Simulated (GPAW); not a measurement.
# Near-edge structure at the Se K edge of CuSe2 (Pnnm)

How does the Se K edge of CuSe2 (Pnnm) move when the bonds are compressed or stretched?

Program: GPAW 26.7.0. Level of theory: X-ray absorption from dipole matrix elements to empty bands, plane-wave PAW LDA. Results are calculated unless marked as measured.

## 1. The starting structure

It takes space group Pnnm (No. 58, orthorhombic). Conventional cell: a = 5.025 Å, b = 6.194 Å, c = 3.745 Å, α = 90.00°, β = 90.00°, γ = 90.00°. Nearest to Se lie 1 Se at 2.33 Å and 3 Cu at 2.56 Å. Cu has 6 Se at 2.56 Å nearest. Farther neighbours and most contacts between anions are not listed.

Coordinates:

```cif
data_structure
_symmetry_space_group_name_H-M 'Pnnm'
_symmetry_Int_Tables_number 58
_cell_length_a 5.0252
_cell_length_b 6.1941
_cell_length_c 3.7447
_cell_angle_alpha 90.000
_cell_angle_beta 90.000
_cell_angle_gamma 90.000
_cell_volume 116.56
loop_
_atom_site_label
_atom_site_type_symbol
_atom_site_symmetry_multiplicity
_atom_site_Wyckoff_symbol
_atom_site_fract_x
_atom_site_fract_y
_atom_site_fract_z
_atom_site_occupancy
Se1 Se 4 g 0.68350 0.11510 0.50000 1
Cu1 Cu 2 a 0.50000 0.50000 0.50000 1
```

## 2. The field without a hole

The ground state comes first: it tells whether the system has a gap, which decides how the excited electron is treated.

The input, scf.py:

```python
import numpy as np
from ase import Atoms
from ase.parallel import parprint, paropen
from gpaw import GPAW, PW, FermiDirac, Mixer, MixerDif, setup_paths
from gpaw.test import gen
setup_paths.insert(0, '.')
gen('Se', name='nch1s', xcname='LDA', corehole=(1, 0, 0), write_xml=True)
from gpaw.mpi import world
world.barrier()

atoms = Atoms('Se4Cu2',
    cell=[[5.0252, 0, 0],
     [0, 6.1941, 0],
     [0, 0, 3.7447]],
    scaled_positions=[[0.6835, 0.1151, 0.5],
     [0.3165, 0.8849, 0.5],
     [0.1835, 0.3849, 0],
     [0.8165, 0.6151, 0],
     [0.5, 0.5, 0.5],
     [0, 0, 0]],
    pbc=True)
atoms.calc = calc = GPAW(legacy_gpaw=True, mode=PW(430, force_complex_dtype=True), xc='LDA', setups={0: 'nch1s'},
    kpts={'size': (5, 4, 7), 'gamma': True}, occupations=FermiDirac(0.05),
    charge=0, mixer=Mixer(0.1, 5, 50), maxiter=150,
    convergence={'density': 0.0001, 'eigenstates': 1e-6}, txt='scf.txt')
energy = atoms.get_potential_energy() + calc.get_reference_energy()
ef = calc.get_fermi_level()
out = dict(energy=energy, fermi=ef, forces=atoms.get_forces().tolist())
parprint(f'all-electron energy {energy:.4f} eV, Fermi level {ef:.4f} eV')
ev = np.array([[calc.get_eigenvalues(k, s) for k in range(len(calc.get_ibz_k_points()))] for s in range(calc.get_number_of_spins())])
out['homo'], out['lumo'], out['counts'] = ev[ev < ef].max(), ev[ev > ef].min(), sorted(set((ev < ef).sum((0, 2)).tolist()))
out['filled'] = (ev[:, 0] < ef).sum(1).tolist()
import json
with paropen('out.json', 'w') as f:
    json.dump(out, f)
```

Run with:

```
OMP_NUM_THREADS=1 mpirun -n 4 gpaw python scf.py
```

Numbers of over 12 decimals in the logs are rounded to 6 here.

The log of the run:

```text
Input parameters:
  convergence: {density: 0.0001,
                eigenstates: 1e-06}
  kpts: {gamma: True,
         size: (5, 4, 7)}
  maxiter: 150
  mixer: {backend: pulay,
          beta: 0.1,
          method: separate,
          nmaxold: 5,
          weight: 50}
  mode: {ecut: 430.0,
         force_complex_dtype: True,
         name: pw}
  occupations: {fixmagmom: False,
                name: fermi-dirac,
                width: 0.05}
  setups: {0: nch1s}

Initialize ...

[... PAW data sets ...]

Reference energy: -353970.888651  # eV

Spin-paired calculation

[... convergence settings ...]
Symmetries present (total): 2
  [... symmetry matrices ...]

140 k-points: 5 x 4 x 7 Monkhorst-Pack grid + [0.000000,1/8,0.000000]
44 k-points in the irreducible part of the Brillouin zone
       k-points in crystal coordinates                weights
   0:     0.00000000    0.00000000    0.00000000          1/140
   1:     0.00000000    0.00000000    0.14285714          2/140
   2:     0.00000000    0.00000000    0.28571429          2/140
   3:     0.00000000    0.00000000    0.42857143          2/140
   4:     0.00000000    0.25000000    0.00000000          2/140
   5:     0.00000000    0.25000000    0.14285714          4/140
   6:     0.00000000    0.25000000    0.28571429          4/140
   7:     0.00000000    0.25000000    0.42857143          4/140
   8:     0.00000000    0.50000000    0.00000000          1/140
   9:     0.00000000    0.50000000    0.14285714          2/140
          ...
  43:     0.40000000    0.50000000    0.42857143          4/140

Wave functions: Plane wave expansion
  Cutoff energy: 430.000 eV
  Number of coefficients (min, max): 2328, 2393
  Pulay-stress correction: 0.000000 eV/Ang^3 (de/decut=0.000000)
  Using FFTW library
  Wavefunction extrapolation:
    Improved wavefunction reuse through dual PAW basis

Occupation numbers: Fermi-Dirac:
  width: 0.0500  # eV

Eigensolver
   Davidson(niter=2)

Densities:
  Coarse grid: 25*30*18 grid
  Fine grid: 50*60*36 grid
  Total Charge: 0.000000

Density mixing:
  Method: separate
  Backend: pulay
  Linear mixing parameter: 0.1
  old densities: 5
  Width of damping distribution: 1.1
  Damping of long wavelength oscillations: 50

[... Hamiltonian set-up ...]
Number of atoms: 6
Number of atomic orbitals: 34
Number of bands in calculation: 32
Number of valence electrons: 46
Bands to converge: occupied

... initialized

Initializing position-dependent things.

Density initialized from atomic densities
Creating initial wave functions:
  32 bands from LCAO basis set

Positions:
   0 Se     3.434724    0.712941    1.872350    ( 0.0000,  0.0000,  0.0000)
   1 Se     1.590476    5.481159    1.872350    ( 0.0000,  0.0000,  0.0000)
   2 Se     0.922124    2.384109    0.000000    ( 0.0000,  0.0000,  0.0000)
   3 Se     4.103076    3.809991    0.000000    ( 0.0000,  0.0000,  0.0000)
   4 Cu     2.512600    3.097050    1.872350    ( 0.0000,  0.0000,  0.0000)
   5 Cu     0.000000    0.000000    0.000000    ( 0.0000,  0.0000,  0.0000)

Unit cell:
           periodic     x           y           z      points  spacing
  1. axis:    yes    5.025200    0.000000    0.000000    25     0.2010
  2. axis:    yes    0.000000    6.194100    0.000000    30     0.2065
  3. axis:    yes    0.000000    0.000000    3.744700    18     0.2080

  Lengths:   5.025200   6.194100   3.744700
  Angles:   90.000000  90.000000  90.000000

Effective grid spacing dv^(1/3) = 0.2052

iter:   1   -28.502568
iter:   2   -26.733078   -1.31  -1.24
iter:   3   -26.477704   -1.43  -1.35
iter:   4   -26.383558   -2.65  -1.46
iter:   5   -26.357698   -2.65  -1.73
iter:   6   -26.353067   -2.98  -2.35
iter:   7   -26.349591c  -3.82  -2.76
iter:   8   -26.349484c  -4.50  -3.00
iter:   9   -26.349632c  -4.49  -3.08
iter:  10   -26.349419c  -5.07  -3.48
iter:  11   -26.349408c  -5.56  -3.98
iter:  12   -26.349408c  -6.99c -4.01c

Converged after 12 iterations.

Dipole moment: (-0.000000, 0.000000, 0.000000) |e|*Ang

Energy contributions relative to reference atoms: (reference = -353970.888651)

Kinetic:         +2.889565
Potential:       -6.643112
External:        +0.000000
XC:             -22.615201
Entropy (-ST):   -0.022834
Local:           +0.030756
SIC:             +0.000000
--------------------------
Free energy:    -26.360825
Extrapolated:   -26.349408

Showing only first 2 kpts
 Kpt  Band  Eigenvalues  Occupancy
  0    21      7.33271    0.00000
  0    22      7.35193    0.00000
  0    23      7.65727    0.00000
  0    24      8.31477    0.00000

  1    21      6.78000    0.00655
  1    22      6.84071    0.00195
  1    23      7.16161    0.00000
  1    24      8.32288    0.00000

Fermi level: 6.49410

No gap
No difference between direct/indirect transitions

Forces in eV/Ang:
  0 Se    0.31725    0.11797    0.00000
  1 Se   -0.31725   -0.11797    0.00000
  2 Se    0.31728   -0.11797    0.00000
  3 Se   -0.31728    0.11797    0.00000
  4 Cu    0.00000   -0.00000    0.00000
  5 Cu   -0.00000    0.00000    0.00000
Scalar-relativistic atomic LDA calculation for Se (Selenium, Z=34)
Core hole in 1s state (1s occupation: 2.0)
600 radial gridpoints.
|------------------------------------------------|
|------------------------------------------------|
[... the atom generator's iteration count ...]

Energy contributions:
-------------------------
Kinetic:    +2473.673807
XC:           -84.568572
Potential:  -4815.191637
-------------------------
Total:      -2426.086403

state      eigenvalue         ekin         rmax
-----------------------------------------------
1s^2.0 :  -458.454063   585.610500        0.029
2s^2.0 :   -58.944272   113.958427        0.165
2p^6.0 :   -51.926385   111.024402        0.132
3s^2.0 :    -7.811225    26.858720        0.503
3p^6.0 :    -5.612216    24.321149        0.500
3d^10.0:    -1.962010    19.216000        0.451
4s^2.0 :    -0.642093     3.714776        1.502
4p^4.0 :    -0.244602     2.288913        1.798
-----------------------------------------------
(units: Bohr and Hartree)

Generating PAW setup
Kinetic energy of the core from tauc = 2487.595922
Cutoffs:
rc(s)=1.600
rc(p)=1.900
rc(d)=1.600
rc(vbar)=1.440
rc(comp)=1.600
rc(nct)=1.900

Kinetic energy of the core states: 2457.088603
Charge: 0.0
Core electrons: 28.0
Valence electrons: 6.0
Pseudo-core charge: 1.089569
Shape function alpha=3.906
Pseudo-electron charge 7.390631
state    eigenvalue         norm
--------------------------------
4s(2) :    -0.642093     1.095786
*s    :     0.357907
4p(4) :    -0.244602     1.027373
*p    :     0.755398
*d    :     0.000000
--------------------------------

Diagonalizing with gridspacing h=0.050

state   all-electron     PAW
-------------------------------
4s:      -0.642093    -0.642657
4p:      -0.244602    -0.244988
*d:                    0.040490
*f:                    0.073581
-------------------------------
all-electron energy -353997.2381 eV, Fermi level 6.4941 eV
```

Elapsed: 12 s, on 4 MPI ranks of Arm Neoverse V2, shared host; peak memory 0.21 GiB; 50 s of CPU time.

The mesh shows no gap, so the system is treated as a metal and the core electron is put at the Fermi level (neutral cell).

## 3. Supercell without a hole, the energy reference

The photon energy needs a difference of total energies, so the cell and mesh of the coming hole run are first run without a hole.

scf.py: that of step 2 with these lines changed.

```diff
@@ -10,15 +10,21 @@
 
-atoms = Atoms('Se4Cu2',
-    cell=[[5.0252, 0, 0],
-     [0, 6.1941, 0],
-     [0, 0, 3.7447]],
-    scaled_positions=[[0.6835, 0.1151, 0.5],
-     [0.3165, 0.8849, 0.5],
-     [0.1835, 0.3849, 0],
-     [0.8165, 0.6151, 0],
-     [0.5, 0.5, 0.5],
-     [0, 0, 0]],
+atoms = Atoms('Se8Cu4',
+    cell=[[-5.0252, 0, -3.7447],
+     [5.0252, 0, -3.7447],
+     [0, -6.1941, -3.7447]],
+    scaled_positions=[[0.4658, 0.1493, 0.8849],
+     [0.9658, 0.6493, 0.8849],
+     [0.0342, 0.3507, 0.1151],
+     [0.5342, 0.8507, 0.1151],
+     [0.1007, 0.2842, 0.6151],
+     [0.6007, 0.7842, 0.6151],
+     [0.8993, 0.7158, 0.3849],
+     [0.3993, 0.2158, 0.3849],
+     [0.75, 0.25, 0.5],
+     [0.25, 0.75, 0.5],
+     [0, 0, 0],
+     [0.5, 0.5, 0]],
     pbc=True)
 atoms.calc = calc = GPAW(legacy_gpaw=True, mode=PW(430, force_complex_dtype=True), xc='LDA', setups={0: 'nch1s'},
-    kpts={'size': (5, 4, 7), 'gamma': True}, occupations=FermiDirac(0.05),
+    kpts={'size': (3, 3, 3), 'gamma': True}, occupations=FermiDirac(0.1),
     charge=0, mixer=Mixer(0.1, 5, 50), maxiter=150,
```

The log of the run:

```text
Input parameters:
  convergence: {density: 0.0001,
                eigenstates: 1e-06}
  kpts: {gamma: True,
         size: (3, 3, 3)}
  maxiter: 150
  mixer: {backend: pulay,
          beta: 0.1,
          method: separate,
          nmaxold: 5,
          weight: 50}
  mode: {ecut: 430.0,
         force_complex_dtype: True,
         name: pw}
  occupations: {fixmagmom: False,
                name: fermi-dirac,
[...]
4s(2) :    -0.642093     1.095786
*s    :     0.357907
4p(4) :    -0.244602     1.027373
*p    :     0.755398
*d    :     0.000000
--------------------------------

Diagonalizing with gridspacing h=0.050

state   all-electron     PAW
-------------------------------
4s:      -0.642093    -0.642657
4p:      -0.244602    -0.244988
*d:                    0.040490
*f:                    0.073581
-------------------------------
all-electron energy -707994.4610 eV, Fermi level 6.4658 eV
[key lines of the parts left out:]
Converged after 12 iterations.
Dipole moment: (0.000000, 0.000000, 0.000000) |e|*Ang
Free energy:    -52.775776
Fermi level: 6.46575
```

The job ended after 22 s (4 MPI ranks; peak memory 0.26 GiB; 87 s of CPU time).

Reference energy: -707994.461 eV with the cores included.

[end of part 1 of 3]

[Banner, clock and machine lines of the logs are left out without a mark of their own.]

[Logs are printed without paths, hosts, clocks, repeated set-up lines and the standing remarks that a program may print on its own settings, such as how far it seeks lower states.]

[Hosts, paths, dates, database ids (printed as entryN), source tags and the programs' standing remarks are cut or masked in the printed files.]

[Lists of maxima count a maximum above −3 eV only where it reaches 4 % of the highest in the window and stands out from its surroundings by 2 % of it (1.5 % where it reaches 55 %); shoulders and weaker maxima are passed over, and of the rest the first, up to two pre-edge ones and the few strongest are named.]
